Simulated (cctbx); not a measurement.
# Lattice, Laue class and space group of a new crystal

Cell: a = 4.3500 Å, b = 5.7650 Å, c = 9.2740 Å, α = 90.00°, β = 90.00°, γ = 90.00°. Expected content of the cell: Mn8 Cr2 Mg4 Li2.

Simulated single-crystal data (cctbx): synchrotron X-rays, λ = 0.6889 Å, to d = 0.77 Å, 50 % of the full sphere, strongest reflection 40000 counts, noise from counting, a 1.5 % proportional error and a noise floor of 2 counts (s.d.); no absorption.

A first pass over the reflections prints:

```text
1081 reflections to d = 0.770 A
centring   violations  <I/sigma> of those
    A          0 of   544      0.1
    B        264 of   558     13.5
    C        264 of   544     13.8
    I        250 of   527     14.1
    R        352 of   733     13.5
    F        264 of   823      9.2
Laue class    unique    Rint  (classes that these axes allow; Friedel mates merged)
A 1 2/m 1         265   0.019
A 1 1 2/m         258   0.019
A m m m           167   0.020
space group    extra absences  I>4sigma  <I/sigma>
A 2 2 2                 0          0         -  acentric
A 2 m m                 0          0         -  acentric
A m m 2                 0          0         -  acentric
A m 2 m                 0          0         -  acentric
A m m m                 0          0         -  centric
Wilson B = 0.39 A^2   <|E^2-1|> = 1.069 (0.968 centric, 0.736 acentric)   E^2>4: 5.4 %
shell (A)         n   <I/sigma>
 4.64 - 1.52     27     51.6
 1.52 - 1.22     22     42.8
 1.22 - 1.07     18     45.3
 1.07 - 0.97     22     29.9
 0.97 - 0.90     20     37.6
 0.90 - 0.85     24     39.1
 0.85 - 0.81     19     40.2
 0.81 - 0.77     15     28.3
```

Q: Read the symmetry from these tables.

The reflections that A centring forbids are absent (⟨I/σ⟩ near 0), so the lattice is A.

Rint stays low (0.019) up to A m m m, the highest class in these axes.

5 settings pass the absence test. No glide or screw absences show, which leaves A 2 2 2, A 2 m m, A m m 2, A m 2 m and A m m m.

⟨|E²−1|⟩ = 1.069 leans to a centrosymmetric structure. Here that hint misleads: the statistic assumes many like atoms on general positions, and few, heavy or special-position atoms break it. The Wilson B of 0.39 Å² means U ≈ 0.0049 Å².

The true group is Amm2 (no. 38), Laue class mmm, non-centrosymmetric. The tables only narrow the choice to the tied entries; cell content, site symmetry and trial solutions must settle it.

The model was made for the exercise: a known structure type with other elements put in, its volume estimated, not relaxed; displacement parameters are assumed.

[Logs are printed without paths, hosts, clocks, repeated set-up lines and the standing remarks that a program may print on its own settings, such as how far it seeks lower states.]
